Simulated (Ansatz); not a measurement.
# Ti(0001) with 2 thermally displaced layers, 2x2: scattering by thermal displacements

Wanted: the phonon-limited resistivity of Ti at 273 K by the Landauer route. The measured value for the pure metal at this temperature is 39 µΩ cm (CRC Handbook of Chemistry and Physics, 84th ed., 2003, Electrical Resistivity of Pure Metals).

Program: Ansatz 0.2.0. Level of theory: Ansatz plane-wave DFT, PBE, PAW files; ballistic transport by layer matching (Landauer), zero bias; PAW set soft_1. Results are calculated unless marked as measured.

Report form: the programs' logs are mostly left out.

## 1. Set-up

The cell holds 48 atoms: 48 Ti. Its edges and angles: a = 5.900 Å, b = 5.900 Å, c = 28.116 Å, α = 90.0°, β = 90.0°, γ = 120.0°. It derives from Ti. Regions: lead, 40 atoms (40 Ti); scattering region, 8 atoms (8 Ti). The structure is stacked along c, and the current runs across the ab planes.

## 2. With 2 displaced layers

Each atom of 2 layers is moved at random, by amounts drawn from a normal law 0.0708 Å wide in each direction from the Debye model (420 K) at 273 K. The layers about the cell's end stay perfect and serve as the lead. Disorder leaves little or no symmetry, which makes such runs dear. Energies from -0.05 to 0.05 eV in steps of 0.05 eV are too few for the program's thermal sum, so it prints no conductance; for a metal the transmission near the Fermi level serves, at a fraction of the cost.

input.yaml reads:

```yaml
crystal:
  lattice:
    - [5.9, 0.0, 0.0]
    - [-2.95, 5.1095498823, 0.0]
    - [0.0, 0.0, 28.116]
  atoms:
    - { symbol: Ti, position: [0.1666666667, 0.3333333333, 0.0416666667] }
    - { symbol: Ti, position: [0.1666666667, 0.8333333333, 0.0416666667] }
    - { symbol: Ti, position: [0.6666666667, 0.3333333333, 0.0416666667] }
    - { symbol: Ti, position: [0.6666666667, 0.8333333333, 0.0416666667] }
    - { symbol: Ti, position: [0.3333333333, 0.1666666667, 0.125] }
    - { symbol: Ti, position: [0.3333333333, 0.6666666667, 0.125] }
    - { symbol: Ti, position: [0.8333333333, 0.1666666667, 0.125] }
    - { symbol: Ti, position: [0.8333333333, 0.6666666667, 0.125] }
[... 36 atom lines left out ...]
    - { symbol: Ti, position: [0.3333333333, 0.1666666667, 0.9583333333] }
    - { symbol: Ti, position: [0.3333333333, 0.6666666667, 0.9583333333] }
    - { symbol: Ti, position: [0.8333333333, 0.1666666667, 0.9583333333] }
    - { symbol: Ti, position: [0.8333333333, 0.6666666667, 0.9583333333] }
kpoints:
  mp_grid: { grid: [4, 4, 1] }
hamiltonian:
  xc: pbe
  pseudopotentials: { kind: paw, azcp: { folder: soft_1 } }
scf:
  occupations: { method: fermi_dirac, width: 0.1 }
output:
  transmission: { leads: [[0, 8]], kmesh: [8, 8], e_range: [-0.05, 0.05], de: 0.05 }
  write_potential: true
  write_density: true
  volumetric_format: npy
  elf: true
```

The run is started by

```bash
$ ansatz run input.yaml --threads 4 --pin off --max-ram 15360MiB --backend cpu --events-out ev --progress --plain --runs-dir out
```

Elapsed: 11 min, on 4 threads of Arm Neoverse V1, shared host; peak memory 5.8 GiB; 38 min of CPU time.

This step gave:

```
free energy                                    : -119984.6118 eV
energy at zero smearing                        : -119983.6838 eV
Fermi energy                                   : 13.01 eV
cell area                                      : 30.15 Å²
transmission per spin nearest the Fermi level  : 2.380
open channels per spin nearest the Fermi level : 2.656
step of the lead's potential                   : 4.3 meV
```

Per spin. Table of transmission, zone mean by energy, zero at the Fermi level:

```csv
energy (eV),"transmission, zone mean"
-0.0500,2.05
0.0000,2.38
0.0500,2.57
```

Per spin. Open channels, zone mean, lead against energy, zero at the Fermi level:

```csv
energy (eV),"open channels, zone mean, lead"
-0.0500,2.25
0.0000,2.66
0.0500,3.22
```

Transmission over k1 and k2. At 0.0000 eV from the Fermi level.

Ten even steps from '0' (1.31) to '9' (4.90):
```
19449111
14111410
04111140
59110119
00411114
10141114
11119449
61115111
```
Columns: k1 (b1) from -0.5 to 0.375; rows upwards: k2 (b2) from -0.5 to 0.375.

Open channels over k1 and k2. At 0.0000 eV from the Fermi level.

Ten even steps from '0' (2.00) to '9' (6.00):
```
09229000
02000200
02000020
59000009
00200002
00020002
00009229
50005000
```
Columns: k1 (b1) from -0.5 to 0.375; rows upwards: k2 (b2) from -0.5 to 0.375.

Valence density in the ca plane at fractional y = 0.165, with atoms of Ti within 0.2 Å of it. It is the smooth field of the valence electrons, not physical close to the nuclei.

Values in units of 1e0 e/Å³, 9 rows by 16 columns, each cell a mean:
```
0.2 0.8 3.3 0.3 0.2 0.2 2.9 2.6 0.2 0.3 0.3 3.2 1.0 0.2 0.2 0.6
0.2 1.9 7.9 0.4 0.2 0.2 4.8 4.3 0.2 0.2 0.4 7.5 2.3 0.2 0.2 1.3
0.2 0.5 1.6 0.2 0.3 0.2 0.7 0.7 0.2 0.2 0.2 1.6 0.5 0.2 0.2 0.4
0.4 0.2 0.2 0.2 0.5 0.2 0.2 0.2 0.2 0.3 0.2 0.2 0.2 0.3 0.4 0.2
0.3 0.3 0.9 0.2 0.3 0.2 0.5 0.7 0.2 0.2 0.2 0.8 0.3 0.2 0.3 0.3
0.2 1.7 7.0 0.4 0.2 0.2 3.8 5.1 0.2 0.2 0.3 6.7 2.0 0.2 0.2 1.1
0.2 1.2 4.9 0.3 0.2 0.2 2.6 3.5 0.2 0.2 0.3 4.7 1.4 0.2 0.2 0.8
0.3 0.2 0.4 0.2 0.4 0.2 0.3 0.3 0.2 0.3 0.2 0.4 0.2 0.3 0.3 0.2
0.3 0.2 0.2 0.2 0.4 0.2 0.3 0.3 0.3 0.5 0.2 0.2 0.2 0.3 0.4 0.2
```
Columns run along c (16.0 Å, from fractional 0.22 to 0.78 of the cell), rows up along a (5.9 Å). Atoms in or near the plane, at fractional coordinates: Ti at (0.29, 0.33), Ti at (0.29, 0.83), Ti at (0.46, 0.33), Ti at (0.46, 0.86), Ti at (0.62, 0.33), Ti at (0.62, 0.83).

Electrostatic potential energy in the ca plane at fractional y = 0.165, with atoms of Ti within 0.2 Å of it. With pseudopotentials it is smooth inside the atoms' cores, unlike the true potential.

Ten even steps from '0' (-29 eV) to '9' (15 eV), each cell a mean:
```
89996324799988998421379987899863247999889986
99983000489999997100058999999720015899999972
99972000389999996100049999999610004899999961
99984001489999998310269999999730015899999972
89997435799888999755689998899964358998889986
68999888999766899998999987789998889997668999
57999999999755799999999976689999999986558999
68999878999766899987899987789998789997678999
89996324799988999632379999999863247999889986
99983000489999998300048999999720015899999972
99972000389999997200038999999610004899999961
99984001489999998400148999999730015899999972
89997435799888999743479999999964358998889986
68999888999766899988899977799998889997668999
57999999999755799999999864689999999986558999
68999878999766899876899865689998789997678999
```
Columns run along c (16.0 Å, from fractional 0.22 to 0.78 of the cell; values clipped at the 3rd and 97th percentile), rows up along a (5.9 Å). Atoms in or near the plane, at fractional coordinates: Ti at (0.29, 0.33), Ti at (0.29, 0.83), Ti at (0.46, 0.33), Ti at (0.46, 0.86), Ti at (0.62, 0.33), Ti at (0.62, 0.83).

ELF in the ca plane at fractional y = 0.165, with atoms of Ti within 0.2 Å of it. It is the smooth field of the valence electrons, not physical close to the nuclei.

Values, 9 rows by 16 columns, each cell a mean:
```
0.38 0.29 0.56 0.28 0.35 0.34 0.48 0.46 0.28 0.27 0.28 0.54 0.30 0.38 0.38 0.27
0.62 0.43 0.69 0.37 0.66 0.48 0.58 0.55 0.49 0.66 0.39 0.68 0.45 0.61 0.65 0.40
0.26 0.24 0.40 0.25 0.22 0.28 0.26 0.25 0.30 0.23 0.26 0.38 0.24 0.27 0.25 0.23
0.17 0.37 0.24 0.32 0.21 0.21 0.33 0.33 0.22 0.14 0.32 0.25 0.37 0.17 0.18 0.37
0.21 0.24 0.29 0.25 0.18 0.24 0.24 0.26 0.25 0.17 0.26 0.28 0.24 0.22 0.19 0.24
0.58 0.40 0.68 0.35 0.61 0.47 0.52 0.59 0.41 0.58 0.31 0.67 0.43 0.57 0.59 0.37
0.47 0.34 0.64 0.31 0.46 0.41 0.45 0.53 0.38 0.50 0.28 0.62 0.36 0.47 0.47 0.32
0.17 0.27 0.22 0.27 0.17 0.23 0.25 0.24 0.23 0.16 0.29 0.21 0.27 0.18 0.17 0.28
0.17 0.32 0.21 0.30 0.18 0.21 0.24 0.25 0.21 0.22 0.30 0.20 0.32 0.17 0.17 0.32
```
Columns run along c (16.0 Å, from fractional 0.22 to 0.78 of the cell), rows up along a (5.9 Å). Atoms in or near the plane, at fractional coordinates: Ti at (0.29, 0.33), Ti at (0.29, 0.83), Ti at (0.46, 0.33), Ti at (0.46, 0.86), Ti at (0.62, 0.33), Ti at (0.62, 0.83).

Over the solved energies the transmission per spin lies between 2.05 and 2.57, out of 2.71 channels of the lead on average (up to 3.22).

## 3. With 6 displaced layers

Each atom of 6 layers is moved at random, by amounts drawn from a normal law 0.0708 Å wide in each direction from the Debye model (420 K) at 273 K. A fresh draw is used; the growth of the resistance with length is what counts.

System of this step: Ti(0001) with 6 thermally displaced layers, 2x2. The cell holds 64 atoms: 64 Ti. Its edges and angles: a = 5.900 Å, b = 5.900 Å, c = 37.488 Å, α = 90.0°, β = 90.0°, γ = 120.0°. It derives from Ti. Regions: lead, 40 atoms (40 Ti); scattering region, 24 atoms (24 Ti). The structure is stacked along c, and the current runs across the ab planes.

input.yaml reads:

```yaml
crystal:
  lattice:
    - [5.9, 0.0, 0.0]
    - [-2.95, 5.1095498823, 0.0]
    - [0.0, 0.0, 37.488]
  atoms:
    - { symbol: Ti, position: [0.1666666667, 0.3333333333, 0.03125] }
    - { symbol: Ti, position: [0.1666666667, 0.8333333333, 0.03125] }
    - { symbol: Ti, position: [0.6666666667, 0.3333333333, 0.03125] }
    - { symbol: Ti, position: [0.6666666667, 0.8333333333, 0.03125] }
    - { symbol: Ti, position: [0.3333333333, 0.1666666667, 0.09375] }
    - { symbol: Ti, position: [0.3333333333, 0.6666666667, 0.09375] }
    - { symbol: Ti, position: [0.8333333333, 0.1666666667, 0.09375] }
    - { symbol: Ti, position: [0.8333333333, 0.6666666667, 0.09375] }
[... 52 atom lines left out ...]
    - { symbol: Ti, position: [0.3333333333, 0.1666666667, 0.96875] }
    - { symbol: Ti, position: [0.3333333333, 0.6666666667, 0.96875] }
    - { symbol: Ti, position: [0.8333333333, 0.1666666667, 0.96875] }
    - { symbol: Ti, position: [0.8333333333, 0.6666666667, 0.96875] }
kpoints:
  mp_grid: { grid: [4, 4, 1] }
hamiltonian:
  xc: pbe
  pseudopotentials: { kind: paw, azcp: { folder: soft_1 } }
scf:
  occupations: { method: fermi_dirac, width: 0.1 }
output:
  transmission: { leads: [[0, 8]], kmesh: [8, 8], e_range: [-0.05, 0.05], de: 0.05 }
  write_potential: true
  write_density: true
  volumetric_format: npy
```

It took 18 min on 4 threads; peak memory 9.3 GiB.

This step gave:

```yaml
free_energy: -159978.8942 eV
energy_at_zero_smearing: -159977.6250 eV
fermi_energy: 13.00 eV
transmission_per_spin_nearest_the_fermi_level: 1.800
step_of_the_lead_s_potential: 2.5 meV
```

Per spin. Table of transmission, zone mean by energy, zero at the Fermi level:

```csv
energy (eV),"transmission, zone mean"
-0.0500,1.66
0.0000,1.80
0.0500,1.80
```

Over the solved energies the transmission per spin lies between 1.66 and 1.80, out of 2.71 channels of the lead on average (up to 3.22).

## 4. With 10 displaced layers

Each atom of 10 layers is moved at random, by amounts drawn from a normal law 0.0708 Å wide in each direction from the Debye model (420 K) at 273 K. A fresh draw is used; the growth of the resistance with length is what counts.

System of this step: Ti(0001) with 10 thermally displaced layers, 2x2. The cell holds 80 atoms: 80 Ti. Cell: a = 5.900 Å, b = 5.900 Å, c = 46.860 Å, α = 90.0°, β = 90.0°, γ = 120.0°. It derives from Ti. Regions: lead, 40 atoms (40 Ti); scattering region, 40 atoms (40 Ti). The structure is stacked along c, and the current runs across the ab planes.

input.yaml reads:

```yaml
crystal:
  lattice:
    - [5.9, 0.0, 0.0]
    - [-2.95, 5.1095498823, 0.0]
    - [0.0, 0.0, 46.86]
  atoms:
    - { symbol: Ti, position: [0.1666666667, 0.3333333333, 0.025] }
    - { symbol: Ti, position: [0.1666666667, 0.8333333333, 0.025] }
    - { symbol: Ti, position: [0.6666666667, 0.3333333333, 0.025] }
    - { symbol: Ti, position: [0.6666666667, 0.8333333333, 0.025] }
    - { symbol: Ti, position: [0.3333333333, 0.1666666667, 0.075] }
    - { symbol: Ti, position: [0.3333333333, 0.6666666667, 0.075] }
    - { symbol: Ti, position: [0.8333333333, 0.1666666667, 0.075] }
    - { symbol: Ti, position: [0.8333333333, 0.6666666667, 0.075] }
[... 68 atom lines left out ...]
    - { symbol: Ti, position: [0.3333333333, 0.1666666667, 0.975] }
    - { symbol: Ti, position: [0.3333333333, 0.6666666667, 0.975] }
    - { symbol: Ti, position: [0.8333333333, 0.1666666667, 0.975] }
    - { symbol: Ti, position: [0.8333333333, 0.6666666667, 0.975] }
kpoints:
  mp_grid: { grid: [4, 4, 1] }
hamiltonian:
  xc: pbe
  pseudopotentials: { kind: paw, azcp: { folder: soft_1 } }
scf:
  occupations: { method: fermi_dirac, width: 0.1 }
output:
  transmission: { leads: [[0, 8]], kmesh: [8, 8], e_range: [-0.05, 0.05], de: 0.05 }
  write_potential: true
  write_density: true
  volumetric_format: npy
```

It took 26 min on 4 threads; peak memory 9.3 GiB; 1.5 h of CPU time.

Numbers from this step:

```yaml
free_energy: -199973.1278 eV
energy_at_zero_smearing: -199971.5204 eV
fermi_energy: 12.99 eV
transmission_per_spin_nearest_the_fermi_level: 1.513
step_of_the_lead_s_potential: 5.1 meV
```

Per spin. Table of transmission, zone mean by energy, zero at the Fermi level:

```csv
energy (eV),"transmission, zone mean"
-0.0500,1.40
0.0000,1.51
0.0500,1.45
```

Over the solved energies the transmission per spin lies between 1.40 and 1.51, out of 2.71 channels of the lead on average (up to 3.22).

## 5. The fit

This step: Ansatz plane-wave DFT, PBE, PAW files; ballistic transport by layer matching (Landauer), zero bias; resistivity from the slope of the area resistance; PAW set soft_1 (Ansatz 0.2.0).

Numbers from this step:

| Item | Value |
| --- | --- |
| resistivity | 53.43 µΩ cm |
| intercept | -0.001345 fΩ m² |
| scatter about the fit | 0.02356 fΩ m² |

Resistance, by row:

```csv
run,length (Å),T,channels N,RA (fΩ m²)
n2,4.686,2.331,2.708,0.2324
n6,14.06,1.753,2.708,0.7831
n10,23.43,1.457,2.708,1.234
```

The area resistance by length of the displaced region:

```csv
length of the displaced region (Å),area resistance (fΩ m²)
4.69,0.232
14.06,0.783
23.43,1.23
```

The area resistance goes from 0.23 to 1.2 fΩ m² between 4.7 and 23.4 Å, a slope of 53 µΩ cm.

By hand from the end points: (1.234 − 0.2324) fΩ m² / (23.43 − 4.69) Å = 53 µΩ cm, since 1 fΩ m² per Å is 1000 µΩ cm.

## 6. Results

| Quantity | Value |
| --- | --- |
| resistivity from the slope | 53.4 µΩ cm |
| area resistance over 4.69 Å | 0.232 fΩ m² |
| area resistance over 14.1 Å | 0.783 fΩ m² |
| area resistance over 23.4 Å | 1.23 fΩ m² |

The slope gives 53 µΩ cm. The points scatter by 0.024 fΩ m² about the line, with one random draw a length in a 2x2 cell, so the slope is a rough value. The mean square of the displacements drawn is 0.73, 0.99 and 0.93 of the nominal one at the three lengths; with each resistance scaled back by that, the slope is 54 µΩ cm, the value used below. The current runs along the hexagonal axis, while the measured value below is not for that direction. Read with a model of isotropic scattering on a spherical Fermi surface and the lead's 0.70×10¹⁵ S/m², this slope means a mean free path near 21 Å; over these lengths the model's slope is 1.04 times its bulk resistivity, which would be 52 µΩ cm. Uncorrelated displacements put too much weight on short waves, which scatter strongly; with the sideways repeat of a small cell, one draw and three short lengths, the method is good to a factor of two or three. The measured value is 39 µΩ cm (CRC Handbook of Chemistry and Physics, 84th ed., 2003, Electrical Resistivity of Pure Metals); the scaled slope is 1.4 times that and the corrected value 1.3: fair for so small a cell.

[Logs are printed without paths, hosts, clocks, repeated set-up lines and the standing remarks that a program may print on its own settings, such as how far it seeks lower states.]

[Hosts, paths, dates, database ids (printed as entryN), source tags and the programs' standing remarks are cut or masked in the printed files.]
